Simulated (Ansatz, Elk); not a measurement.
# Bonding as seen by X-rays: LiCu3S3

Structure refinements treat a crystal as free atoms side by side. For a made-up structure of LiCu3S3 (cell and positions from a PBE relaxation) the runs below show what the calculated density changes in F(hkl).

Calculated with Elk 11.2.3 (patched build); DFT, PBE, all-electron APW+lo, Dirac cores, scalar-relativistic bands, static density, no spin.

This account leaves out most program logs.

The structure was built from a prototype and need not be the compound's stable phase.

**1. Starting point**

It takes space group P4mm (No. 99, tetragonal). Conventional cell: a = 3.344 Å, b = 3.344 Å, c = 10.248 Å, α = 90.00°, β = 90.00°, γ = 90.00°. Cu has 5 S at 2.42 to 2.51 Å nearest. Cu has 5 S at 2.42 to 2.44 Å nearest. Cu has 2 S at 2.14 Å nearest. Nearest to S lie 5 Cu at 2.42 to 2.44 Å and 1 Li at 2.54 Å. Nearest to S lie 5 Cu at 2.14 to 2.42 Å. S has 2 Cu at 2.14 to 2.51 Å and 4 Li at 2.41 Å nearest. Farther neighbours and most contacts between anions are not listed.

**2. Ground state and structure factors**

An all-electron density is needed, since X-rays see the cores too. Task 0 finds the density and task 195 Fourier-transforms it; tshift is off so that phases refer to the origin typed.

elk.in

```
tasks
  0
  195

xctype
  20

spinpol
  .false.

rgkmax
  7.0

gmaxvr
  14.0

lmaxo
  7

lmaxapw
  8

swidth
  0.002

tshift
  .false.

ramdisk
  .false.

hmaxvr
  5.5

maxscl
  120

epspot
  1e-06

sppath
  './'

avec
  6.31847363059 0.00000000000 0.00000000000
  0.00000000000 6.31847363059 0.00000000000
  0.00000000000 0.00000000000 19.36669356267

atoms
  3
  'Cu.in'
  3
  0.0000000000 0.0000000000 0.5412777093   0.000000 0.000000 0.000000
  0.5000000000 0.5000000000 0.2547702036   0.000000 0.000000 0.000000
  -0.0000000000 0.0000000000 0.9943838571   0.000000 0.000000 0.000000
  'S.in'
  3
  0.5000000000 0.5000000000 0.4925526637   0.000000 0.000000 0.000000
  -0.0000000000 0.0000000000 0.2033154206   0.000000 0.000000 0.000000
  0.0000000000 0.0000000000 0.7860240353   0.000000 0.000000 0.000000
  'Li.in'
  1
  0.5000000000 0.5000000000 0.7405761105   0.000000 0.000000 0.000000

ngridk
  7 7 3
```

Launch:

```console
$ OMP_NUM_THREADS=4 elk
```

Wall time 2.9 min (4 threads of Arm Neoverse V2, shared host); peak memory 0.24 GiB; 10 min of CPU time.

SFACRHO.OUT:

```text

h k l indices transformed by vhmat matrix:
   1.000000000       0.000000000       0.000000000    
   0.000000000       1.000000000       0.000000000    
   0.000000000       0.000000000       1.000000000    

      h      k      l  multipl.   |H|            Re(F)            Im(F)           |F|

      0      0      0      1   0.0000000       138.00000     -0.50876743E-17   138.00000    
      0      0      1      1  0.32443253      -7.6221712       17.768430       19.334286    
      0      0     -1      1  0.32443253      -7.6221712      -17.768430       19.334286    
      0      0      2      1  0.64886505       10.476277       10.472941       14.813335    
      0      0     -2      1  0.64886505       10.476277      -10.472941       14.813335    
      0      0      3      1  0.97329758      -20.921903      -39.940437       45.088408    
      0      0     -3      1  0.97329758      -20.921903       39.940437       45.088408    
     -1      0      0      4  0.99441506       35.984694     -0.45937836E-14   35.984694    
     -1      0      1      4   1.0460008       20.650692      -31.030822       37.274160    
      1      0     -1      4   1.0460008       20.650692       31.030822       37.274160    
      0     -1     -2      4   1.1873867       38.533941      -13.920386       40.971231    
     -1      0      2      4   1.1873867       38.533941       13.920386       40.971231    
      0      0      4      1   1.2977301       82.602998       15.747493       84.090658    
      0      0     -4      1   1.2977301       82.602998      -15.747493       84.090658    
      0     -1      3      4   1.3914631     -0.39786528       2.6665095       2.6960285    
      1      0     -3      4   1.3914631     -0.39786528      -2.6665095       2.6960285    
     -1      1      0      4   1.4063153       102.80098      0.48954371E-14   102.80098    
      1      1     -1      4   1.4432529      -5.2355225      -14.665901       15.572391
```

Elk indexes on the primitive cell of elk.in and gives |H| = 4π sin θ/λ in inverse bohr. Below, one row stands for each form hkl of the conventional cell (m members, Friedel mates merged), F is for one primitive cell and the density is static (no thermal factor). Free-atom factors are Waasmaier and Kirfel's, and R is Σm||F|−|F'||/Σm|F|.

| hkl | m | sin θ/λ (Å⁻¹) | abs F, DFT | neutral atoms | diff. | abs of complex diff. |
| --- | --- | --- | --- | --- | --- | --- |
| 001 | 2 | 0.049 | 19.334 | 19.450 | -0.115 | 0.133 |
| 002 | 2 | 0.098 | 14.813 | 15.114 | -0.301 | 0.384 |
| 003 | 2 | 0.146 | 45.088 | 45.416 | -0.327 | 0.708 |
| 100 | 4 | 0.149 | 35.985 | 36.069 | -0.085 | 0.085 |
| 101 | 8 | 0.157 | 37.274 | 37.369 | -0.095 | 0.410 |
| 102 | 8 | 0.179 | 40.971 | 41.940 | -0.969 | 0.993 |
| 004 | 2 | 0.195 | 84.091 | 84.633 | -0.543 | 0.545 |
| 103 | 8 | 0.209 | 2.696 | 2.705 | -0.009 | 0.118 |
| 110 | 4 | 0.211 | 102.801 | 103.494 | -0.693 | 0.693 |
| 111 | 8 | 0.217 | 15.572 | 15.725 | -0.153 | 0.170 |
| 112 | 8 | 0.233 | 13.060 | 13.287 | -0.227 | 0.240 |
| 005 | 2 | 0.244 | 21.801 | 21.980 | -0.180 | 0.185 |
| 104 | 8 | 0.246 | 16.825 | 17.035 | -0.210 | 0.211 |
| 113 | 8 | 0.257 | 37.065 | 37.502 | -0.437 | 0.525 |
| 105 | 8 | 0.286 | 64.071 | 64.804 | -0.733 | 0.743 |
| 114 | 8 | 0.288 | 70.998 | 71.782 | -0.784 | 0.786 |
| 006 | 2 | 0.293 | 12.504 | 12.668 | -0.164 | 0.199 |
| 200 | 4 | 0.299 | 87.613 | 88.395 | -0.783 | 0.783 |
| 201 | 8 | 0.303 | 13.398 | 13.491 | -0.093 | 0.099 |
| 202 | 8 | 0.315 | 11.416 | 11.550 | -0.133 | 0.135 |
| 115 | 8 | 0.323 | 18.958 | 19.086 | -0.128 | 0.129 |
| 106 | 8 | 0.329 | 35.872 | 36.272 | -0.400 | 0.401 |

**3. The highest occupied states alone**

An energy window below the Fermi level keeps the highest occupied states, to see at which angles they scatter; shallow core shells can lie inside it and anion s states outside. No new self-consistency is needed.

elk.in: that of step 2 with these lines changed.

```diff
@@ -1,3 +1,2 @@
 tasks
-  0
   195
@@ -40,2 +39,5 @@
 
+wsfac
+  -0.275000 0.466000
+
 sppath
```

Launch:

```console
$ OMP_NUM_THREADS=4 elk
```

Elapsed: 14 s, on 4 threads; peak memory 0.17 GiB; 17 s of CPU time.

States within 12 eV below the Fermi level hold 46.98 electrons; any levels below the window count with the cores. Their amplitudes can exceed the total, where window and core parts have opposite phase:

| hkl | sin θ/λ (Å⁻¹) | abs F, window | abs F, all |
| --- | --- | --- | --- |
| 001 | 0.049 | 6.155 | 19.334 |
| 002 | 0.098 | 5.693 | 14.813 |
| 003 | 0.146 | 13.558 | 45.088 |
| 100 | 0.149 | 10.456 | 35.985 |
| 101 | 0.157 | 11.164 | 37.274 |
| 102 | 0.179 | 16.840 | 40.971 |
| 004 | 0.195 | 20.551 | 84.091 |
| 103 | 0.209 | 1.601 | 2.696 |
| 110 | 0.211 | 22.546 | 102.801 |
| 111 | 0.217 | 4.360 | 15.572 |

**4. Another functional**

The difference from free atoms is small, so it is set against the change that PBEsol makes.

elk.in: that of step 3 with these lines changed.

```diff
@@ -1,2 +1,3 @@
 tasks
+  0
   195
@@ -4,3 +5,3 @@
 xctype
-  20
+  22
 
@@ -39,5 +40,2 @@
 
-wsfac
-  -0.275000 0.466000
-
 sppath
```

Launch:

```console
$ OMP_NUM_THREADS=4 elk
```

The job ended after 3 min (4 threads; peak memory 0.25 GiB).

Against the first run R = 0.04 %; the largest change is -0.070 at 110.

**5. A coarser k-mesh**

About half the k-points along each axis test the sampling.

elk.in: that of step 4 with these lines changed.

```diff
@@ -5,3 +5,3 @@
 xctype
-  22
+  20
 
@@ -65,2 +65,2 @@
 ngridk
-  7 7 3
+  4 4 2
```

Launch:

```console
$ OMP_NUM_THREADS=4 elk
```

Run time: 1.9 min. Hardware: 4 threads; peak memory 0.24 GiB.

Against the first run R = 0.01 %; the largest change is +0.016 at 200.

**6. Settings against the effect**

| run | R against the first run (%) | R against neutral atoms, low angle (%) | wall time |
| --- | --- | --- | --- |
| PBE, rgkmax 7 | 0.00 | 1.04 | 2.9 min |
| PBEsol | 0.04 | 1.08 | 3 min |
| k-mesh 4×4×2 | 0.01 | 1.04 | 1.9 min |

**7. Outcome**

* R against neutral atoms, sin θ/λ < 0.3 Å⁻¹: 1.04 %
* R against neutral atoms, 0.3 to 0.72 Å⁻¹: 0.37 %

**Reading.** Independent neutral atoms miss the calculated amplitudes by R = 1.04 % below 0.3 Å⁻¹ and 0.37 % from there to 0.72 Å⁻¹; by shells, 0.60 % below 0.15 Å⁻¹ (4 forms), 1.08 % 0.15 to 0.3 (14 forms), 0.53 % 0.3 to 0.45 (28 forms), 0.33 % above 0.45 (103 forms). Bonding, aspherical density and the tables' own atoms all enter these figures, and the runs don't part them. The largest change of an amplitude is -0.97 electrons, at 102. R counts amplitudes alone; phases shift too. The window's part falls from 47.0 electrons at the origin to at most 7.49 between 0.45 and 0.72 Å⁻¹, where compact states inside the window still scatter. Below 0.3 Å⁻¹ the changes that finished (PBEsol and k-mesh 4×4×2) move F by R = 0.05 % at most, against the 1.04 % that separates it from free atoms. The basis has no finished test. These runs have no spin, though d or f shells may be open. Part of the difference isn't bonding: the tables are fits to free atoms and ions calculated by other methods than this functional. Thermal motion, anomalous dispersion and extinction are left out.

[Logs are printed without paths, hosts, clocks, repeated set-up lines and the standing remarks that a program may print on its own settings, such as how far it seeks lower states.]

[Hosts, paths, dates, database ids (printed as entryN), source tags and the programs' standing remarks are cut or masked in the printed files.]
